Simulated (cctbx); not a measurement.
**ScGaCu4 with cctbx, script by script**

Library: cctbx 2025.11. The data are simulated by the first script.

## 1. Simulate the data

run.py:

```python
from cctbx import adptbx, crystal, miller, sgtbx, xray
from cctbx.array_family import flex
from iotbx.shelx import hklf
from scitbx import matrix
import scitbx.random

cs = crystal.symmetry(unit_cell=(5.433, 5.433, 7.123, 90, 90, 120), space_group_symbol='Hall: -P 6 2')  # P6/mmm
atoms = [  # label, site, U (iso, or U11 U22 U33 U12 U13 U23 in A^2), occupancy
    ("Ga1", (2/3, 1/3, 0.5), (0.0045, 0.0045, 0.0046, 0.0023, 0.0000, -0.0000), 1),
    ("Cu1", (2/3, 1/3, 0), (0.0034, 0.0034, 0.0051, 0.0017, -0.0000, -0.0000), 1),
    ("Cu2", (0.5, 0, 0.7368), (0.0045, 0.0042, 0.0063, 0.0021, 0.0000, 0.0000), 1),
    ("Sc1", (0, 0, 0), (0.0044, 0.0044, 0.0060, 0.0022, 0.0000, 0.0000), 1),
    ("Sc2", (0, 0, 0.5), (0.0054, 0.0054, 0.0054, 0.0027, -0.0000, 0.0000), 1),
]
xs = xray.structure(crystal_symmetry=cs)
for label, site, u, occ in atoms:
    u = adptbx.u_cif_as_u_star(cs.unit_cell(), u) if isinstance(u, tuple) else u
    xs.add_scatterer(xray.scatterer(label, site=site, u=u, occupancy=occ))
xs.set_inelastic_form_factors(0.71073, "sasaki")
xs.show_summary()
p1 = xs.expand_to_p1()
ms = miller.build_set(p1, anomalous_flag=True, d_min=1.1)
flex.set_random_seed(712607)
scitbx.random.set_random_seed(712607)
ms = ms.select(flex.random_double(ms.size()) < 0.8)
i = ms.structure_factors_from_scatterers(p1, algorithm="direct").f_calc().as_intensity_array().data()
i = i * 40000 / flex.max(i)
sig = flex.sqrt(i + flex.pow2(0.015 * i) + 15 ** 2)
noise = scitbx.random.variate(scitbx.random.normal_distribution())(i.size())
data = ms.array(data=i + sig * noise, sigmas=sig).set_observation_type_xray_intensity()
with open("data.hkl", "w") as f:
    data.export_as_shelx_hklf(f)
print("reflections written:", data.size(), " <I/sigma> = %.1f" % flex.mean(data.data() / data.sigmas()))
for h, a, b in list(data.sort("data"))[:12]:
    print("%4d%4d%4d %9.1f %7.1f" % (h + (a, b)))
```

```console
$ python run.py
```

```text
Number of scatterers: 5
At special positions: 5
Unit cell: (5.433, 5.433, 7.123, 90, 90, 120)
Space group: P 6/m m m (No. 191)
reflections written: 458  <I/sigma> = 19.2
   0   0   4   39709.7   632.6
  -2   4   0   30775.4   488.6
  -4   2   0   30394.3   488.6
   2  -4   0   30211.0   488.6
   2   2   0   30078.8   488.6
   1   1   2   22351.6   355.8
   2  -1  -2   22270.6   355.8
   1  -2   2   21972.8   355.8
   1   1  -2   21742.0   355.8
  -1  -1  -2   21655.9   355.8
  -2   1  -2   21650.7   355.8
  -1   2   2   21597.3   355.8
```

Run time: 0.32 s on 1 thread of Arm Neoverse N1, on a shared host, peak memory 0.07 GiB.

## 2. Refinement (right model)

run.py:

```python
import math
from cctbx import adptbx, crystal, maptbx, sgtbx, xray
from cctbx.array_family import flex
from cctbx.xray import observations
from iotbx.shelx import hklf
from scitbx.lstbx import normal_eqns_solving
from smtbx import absolute_structure, utils
from smtbx.refinement import constraints, least_squares

cs = crystal.symmetry(unit_cell=(5.433, 5.433, 7.123, 90, 90, 120), space_group_symbol='Hall: -P 6 2')  # P6/mmm
atoms = [  # label, site, U (iso, or U11 U22 U33 U12 U13 U23 in A^2), occupancy
    ("Ga1", (2/3, 1/3, 0.5), 0.0200, 1),
    ("Cu1", (2/3, 1/3, 0), 0.0200, 1),
    ("Cu2", (0.5, 0, 0.7356), 0.0200, 1),
    ("Sc1", (0, 0, 0), 0.0200, 1),
    ("Sc2", (0, 0, 0.5), 0.0200, 1),
]
xs = xray.structure(crystal_symmetry=cs)
for label, site, u, occ in atoms:
    u = adptbx.u_cif_as_u_star(cs.unit_cell(), u) if isinstance(u, tuple) else u
    xs.add_scatterer(xray.scatterer(label, site=site, u=u, occupancy=occ))
xs.set_inelastic_form_factors(0.71073, "sasaki")
raw = hklf.reader(file_name="data.hkl").as_miller_arrays(crystal_symmetry=cs, anomalous=True)[0]
merged = raw.eliminate_sys_absent().merge_equivalents()
fo2 = merged.array().set_observation_type_xray_intensity()
print("Rint %.3f, %d unique reflections to %.2f A" % (merged.r_int(), fo2.size(), fo2.d_min()))
for sc in xs.scatterers():
    sc.flags.set_grad_site(True)
    sc.flags.set_grad_u_aniso(sc.flags.use_u_aniso())
    sc.flags.set_grad_u_iso(sc.flags.use_u_iso())
obs = fo2.as_xray_observations()
extra = {}
rep = constraints.reparametrisation(xs, [], utils.connectivity_table(xs), **extra)
ls = least_squares.crystallographic_ls(obs, rep, weighting_scheme=least_squares.mainstream_shelx_weighting(a=0, b=0))
print("cycle     R1     wR2    GooF  max shift (A)")
for cycle in range(8):
    ls.build_up()
    r1, wr2, goof = ls.r1_factor(cutoff_factor=2)[0], ls.wR2(), ls.goof()
    old = xs.sites_cart()
    normal_eqns_solving.levenberg_marquardt_iterations(ls, n_max_iterations=3, tau=1e-06, step_threshold=1e-7)
    big = flex.max((xs.sites_cart() - old).norms())
    print("%4d %7.4f %7.4f %7.3f %9.5f" % (cycle + 1, r1, wr2, goof, big))
    ls.build_up(objective_only=True)
    if abs(ls.wR2() - wr2) < 5e-5 and big < 5e-4:
        break
ls.build_up()
print("final R1 %.4f wR2 %.4f GooF %.3f  parameters %d  data/parameter %.1f" % (ls.r1_factor(cutoff_factor=2)[0], ls.wR2(), ls.goof(), ls.n_parameters, fo2.size() / ls.n_parameters))
cov = ls.covariance_matrix_and_annotations()
su = dict(zip(cov.annotations, (math.sqrt(max(v, 0)) for v in cov.matrix.matrix_packed_u_diagonal())))
a2 = cs.unit_cell().reciprocal_parameters()[0] ** -2
print("atom        x        y        z      Ueq    occ   su(xyz)  su(Uiso or U11)")
for sc in xs.scatterers():
    s = max(su.get(sc.label + k, 0) for k in (".x", ".y", ".z"))
    npd = "" if sc.is_positive_definite_u(cs.unit_cell()) else "  NPD"
    print("%-5s %8.5f %8.5f %8.5f %8.4f %6.3f %8.5f %7.4f%s" % ((sc.label,) + sc.site + (sc.u_iso_or_equiv(cs.unit_cell()), sc.occupancy, s, su.get(sc.label + ".uiso", su.get(sc.label + ".u11", 0) * a2), npd)))
fo = fo2.f_sq_as_f()
fc = fo.structure_factors_from_scatterers(xs, algorithm="direct").f_calc()
diff = fo.f_obs_minus_f_calc(1 / math.sqrt(ls.scale_factor()), fc).average_bijvoet_mates()
m = diff.fft_map(symmetry_flags=maptbx.use_space_group_symmetry, resolution_factor=0.25).apply_volume_scaling()
print("difference map: max %.2f min %.2f rms %.2f" % (m.statistics().max(), m.statistics().min(), m.statistics().sigma()))
peaks = m.peak_search(parameters=maptbx.peak_search_parameters(min_distance_sym_equiv=0.6, max_clusters=6)).all()
near = xs.closest_distances(peaks.sites(), distance_cutoff=4)
sps = cs.special_position_settings(min_distance_sym_equiv=0.5)
for k, (x, h) in enumerate(zip(peaks.sites(), peaks.heights())):
    ss = sps.site_symmetry(x)
    print("Q%-3d %7.4f %7.4f %7.4f %4d %7.2f  %.2f A from %s" % ((k + 1,) + tuple(t % 1 for t in ss.exact_site()) + (ss.multiplicity(), h, near.smallest_distances[k], xs.scatterers()[near.i_seqs[k]].label)))
```

```console
$ python run.py
```

```text
Rint 0.017, 47 unique reflections to 1.11 A
cycle     R1     wR2    GooF  max shift (A)
   1  0.0587  0.1339  11.708   0.00853
   2  0.0077  0.0137   1.196   0.00000
final R1 0.0077 wR2 0.0137 GooF 1.196  parameters 6  data/parameter 7.8
atom        x        y        z      Ueq    occ   su(xyz)  su(Uiso or U11)
Ga1    0.66667  0.33333  0.50000   0.0041  1.000  0.00000  0.0003
Cu1    0.66667  0.33333  0.00000   0.0036  1.000  0.00000  0.0004
Cu2    0.50000  0.00000  0.73680   0.0046  1.000  0.00006  0.0003
Sc1    0.00000  0.00000  0.00000   0.0039  1.000  0.00000  0.0006
Sc2    0.00000  0.00000  0.50000   0.0048  1.000  0.00000  0.0006
difference map: max 0.40 min -0.31 rms 0.07
Q1    0.0000  0.0000  0.5000    1    0.40  0.00 A from Sc2
Q2    0.0000  0.5000  0.1620    6    0.20  0.72 A from Cu2
Q3    0.0000  0.5000  0.3461    6    0.16  0.59 A from Cu2
Q4    0.1787  0.3575  0.0000    6    0.14  1.45 A from Cu1
Q5    0.3333  0.6667  0.5000    2    0.13  0.00 A from Ga1
Q6    0.2522  0.5045  0.3309   12    0.12  1.43 A from Ga1
```

Time: 0.45 s.

## 3. Simulate the data

run.py, as its changes from the last script of this kind:

```diff
@@ -22 +22 @@
-ms = miller.build_set(p1, anomalous_flag=True, d_min=1.1)
+ms = miller.build_set(p1, anomalous_flag=True, d_min=0.84)
```

```console
$ python run.py
```

```text
Number of scatterers: 5
At special positions: 5
Unit cell: (5.433, 5.433, 7.123, 90, 90, 120)
Space group: P 6/m m m (No. 191)
reflections written: 1018  <I/sigma> = 19.4
   0   0   4   41415.7   632.6
   0   0  -4   39303.9   632.6
   2  -4   0   30696.0   488.6
  -4   2   0   30496.4   488.6
   2   2   0   30327.2   488.6
  -2  -2   0   29880.8   488.6
   4  -2   0   29785.1   488.6
  -2   1   2   22008.5   355.8
   2  -1   2   21911.2   355.8
   1  -2   2   21784.5   355.8
   2  -1  -2   21731.3   355.8
  -1  -1  -2   21596.9   355.8
```

Time: 0.34 s.

## 4. Refinement (right model)

run.py, as its changes from the last script of this kind:

```diff
@@ -14 +14 @@
-    ("Cu2", (0.5, 0, 0.7356), 0.0200, 1),
+    ("Cu2", (0.5, 0, 0.7403), 0.0200, 1),
@@ -22,0 +23 @@
+xs.convert_to_anisotropic()
```

```console
$ python run.py
```

```text
Rint 0.020, 92 unique reflections to 0.85 A
cycle     R1     wR2    GooF  max shift (A)
   1  0.1261  0.2574  22.598   0.02499
   2  0.0059  0.0100   0.880   0.00000
final R1 0.0059 wR2 0.0100 GooF 0.880  parameters 12  data/parameter 7.7
atom        x        y        z      Ueq    occ   su(xyz)  su(Uiso or U11)
Ga1    0.66667  0.33333  0.50000   0.0048  1.000  0.00000  0.0002
Cu1    0.66667  0.33333  0.00000   0.0038  1.000  0.00000  0.0002
Cu2    0.50000  0.00000  0.73679   0.0051  1.000  0.00003  0.0001
Sc1    0.00000  0.00000  0.00000   0.0051  1.000  0.00000  0.0004
Sc2    0.00000  0.00000  0.50000   0.0055  1.000  0.00000  0.0004
difference map: max 0.44 min -0.56 rms 0.08
Q1    0.0000  0.0000  0.3347    2    0.44  1.18 A from Sc2
Q2    0.0000  0.0000  0.5000    1    0.27  0.00 A from Sc2
Q3    0.0000  0.2367  0.4359   12    0.25  1.36 A from Sc2
Q4    0.3333  0.6667  0.5000    2    0.22  0.00 A from Ga1
Q5    0.1593  0.5797  0.4100   12    0.18  1.04 A from Ga1
Q6    0.2020  0.4040  0.5000    6    0.17  1.24 A from Ga1
```

Time: 0.47 s.

## 5. Simulate the data

run.py, as its changes from the last script of this kind:

```diff
@@ -22 +22 @@
-ms = miller.build_set(p1, anomalous_flag=True, d_min=0.84)
+ms = miller.build_set(p1, anomalous_flag=True, d_min=0.6)
```

```console
$ python run.py
```

```text
Number of scatterers: 5
At special positions: 5
Unit cell: (5.433, 5.433, 7.123, 90, 90, 120)
Space group: P 6/m m m (No. 191)
reflections written: 2843  <I/sigma> = 14.7
   0   0   4   39191.9   632.6
   0   0  -4   39172.6   632.6
   2   2   0   31112.5   488.6
   2  -4   0   30997.4   488.6
  -2  -2   0   30860.0   488.6
  -4   2   0   30517.4   488.6
   4  -2   0   30256.9   488.6
  -2   4   0   30031.5   488.6
  -1   2   2   22147.5   355.8
  -2   1   2   21970.5   355.8
  -2   1  -2   21963.4   355.8
  -1  -1   2   21802.3   355.8
```

Time: 0.36 s.

## 6. Refinement (right model)

run.py, as its changes from the last script of this kind:

```diff
@@ -14 +14 @@
-    ("Cu2", (0.5, 0, 0.7403), 0.0200, 1),
+    ("Cu2", (0.5, 0, 0.735), 0.0200, 1),
```

```console
$ python run.py
```

```text
Rint 0.023, 220 unique reflections to 0.60 A
cycle     R1     wR2    GooF  max shift (A)
   1  0.1924  0.3995  30.520   0.01297
   2  0.0084  0.0127   0.968   0.00000
final R1 0.0084 wR2 0.0127 GooF 0.968  parameters 12  data/parameter 18.3
atom        x        y        z      Ueq    occ   su(xyz)  su(Uiso or U11)
Ga1    0.66667  0.33333  0.50000   0.0046  1.000  0.00000  0.0001
Cu1    0.66667  0.33333  0.00000   0.0040  1.000  0.00000  0.0001
Cu2    0.50000  0.00000  0.73682   0.0051  1.000  0.00002  0.0000
Sc1    0.00000  0.00000  0.00000   0.0051  1.000  0.00000  0.0002
Sc2    0.00000  0.00000  0.50000   0.0053  1.000  0.00000  0.0002
difference map: max 0.49 min -0.66 rms 0.14
Q1    0.0000  0.5000  0.4427    6    0.49  1.28 A from Cu2
Q2    0.0000  0.0000  0.1465    2    0.49  1.04 A from Sc1
Q3    0.0000  0.0000  0.0432    2    0.48  0.31 A from Sc1
Q4    0.1599  0.5213  0.4268   24    0.43  1.02 A from Ga1
Q5    0.0000  0.1484  0.5000    6    0.42  0.81 A from Sc2
Q6    0.1391  0.2783  0.4420   12    0.42  1.37 A from Sc2
```

Run time: 0.48 s on 1 thread of Arm Neoverse N1, on a shared host, peak memory 0.09 GiB.

[Logs are printed without paths, hosts, clocks, repeated set-up lines and the standing remarks that a program may print on its own settings, such as how far it seeks lower states.]
